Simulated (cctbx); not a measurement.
## Reading a Patterson map

Space group R-3 (no. 148), a = 9.5410 Å, b = 9.5410 Å, c = 11.6240 Å, α = 90.00°, β = 90.00°, γ = 120.00°, content La3 Te24 Mo18.

Simulated single-crystal data (cctbx): Mo Kα, λ = 0.71073 Å, to d = 0.6 Å, 50 % of the full sphere, strongest reflection 5000 counts, noise from counting, a 1.5 % proportional error and a noise floor of 2 counts (s.d.); no absorption, some extinction.

Patterson synthesis, origin scaled to 1000:

```text
Patterson group R -3 :H
      u       v       w   height  length (A)
  0.000   0.000   0.000   1000.0     0.00
 -0.003   0.382   0.492    283.6     6.79
  0.022   0.176   0.180    186.0     2.63
  0.000   0.000   0.238    174.2     2.77
 -0.010   0.461   0.333    173.6     5.89
 -0.004   0.384   0.253    164.1     4.71
 -0.003   0.384   0.014    138.5     3.68
  0.017   0.184   0.402    132.8     4.97
  0.045   0.101   0.332    125.7     3.95
  0.016   0.184   0.641    114.9     4.50
  0.066   0.521   0.988    105.5     4.92
  0.064   0.903   0.481    105.3     5.75
  0.020   0.803   0.150    102.5     2.64
  0.000   0.000   0.500     92.4     5.81
```

**Question.** Which atom pairs make the peaks, and where is the heaviest atom?

A peak at u stands for all pairs with xi − xj = u, with weight Σ ZiZj against Σ Z² = 106395 at the origin. Peak heights follow these weights only roughly, since form factors, motion and series ripples differ, all vectors within 0.55 Å of a peak are counted as merged into it though the farther ones add only part of their weight, and F(000) is left out, which lowers the whole map:

| u | v | w | shortest length (Å) | height | 1000 ΣZiZj/ΣZ² | pairs in the cell |
| --- | --- | --- | --- | --- | --- | --- |
| -0.003 | 0.382 | 0.492 | 3.48 | 284 | 355 | 12 × Te–Te, 3 × Mo–Mo |
| 0.022 | 0.176 | 0.180 | 2.62 | 186 | 346 | 12 × Te–Mo, 6 × Mo–Mo |
| 0.000 | 0.000 | 0.238 | 2.77 | 174 | 167 | 6 × La–Te |
| -0.010 | 0.461 | 0.333 | 2.69 | 174 | 346 | 12 × Te–Mo, 6 × Mo–Mo |
| -0.004 | 0.384 | 0.253 | 3.08 | 164 | 167 | 6 × La–Te |
| -0.003 | 0.384 | 0.014 | 3.68 | 138 | 152 | 6 × Te–Te |
| 0.017 | 0.184 | 0.402 | 4.31 | 133 | 135 | 6 × La–Mo |
| 0.045 | 0.101 | 0.332 | 3.95 | 126 | 152 | 6 × Te–Te |
| 0.016 | 0.184 | 0.641 | 4.06 | 115 | 123 | 6 × Te–Mo |
| 0.066 | 0.521 | 0.988 | 4.34 | 106 | 123 | 6 × Te–Mo |

The table stops at ten peaks or at a height of 45, below which ripples compete. In the model behind the data La, the heaviest element, has 1 independent site: (0, 0, 0), up to an allowed shift of origin. No listed peak is a La–La vector, so the position follows from the cell content and the cross vectors. Elements of similar Z can't be told apart from the map alone. The whole model:

| atom | mult. | x | y | z | Ueq (Å²) |
| --- | --- | --- | --- | --- | --- |
| La1 | 3 | 0 | 0 | 0 | 0.0077 |
| Te1 | 18 | 0.7145 | 0.0517 | 0.4134 | 0.0118 |
| Te2 | 6 | 0 | 0 | 0.2399 | 0.0083 |
| Mo1 | 18 | 0.1689 | 0.9838 | 0.4012 | 0.0069 |

This is a model crystal, built by substitution and not relaxed, with assumed displacement parameters.

[Logs are printed without paths, hosts, clocks, repeated set-up lines and the standing remarks that a program may print on its own settings, such as how far it seeks lower states.]
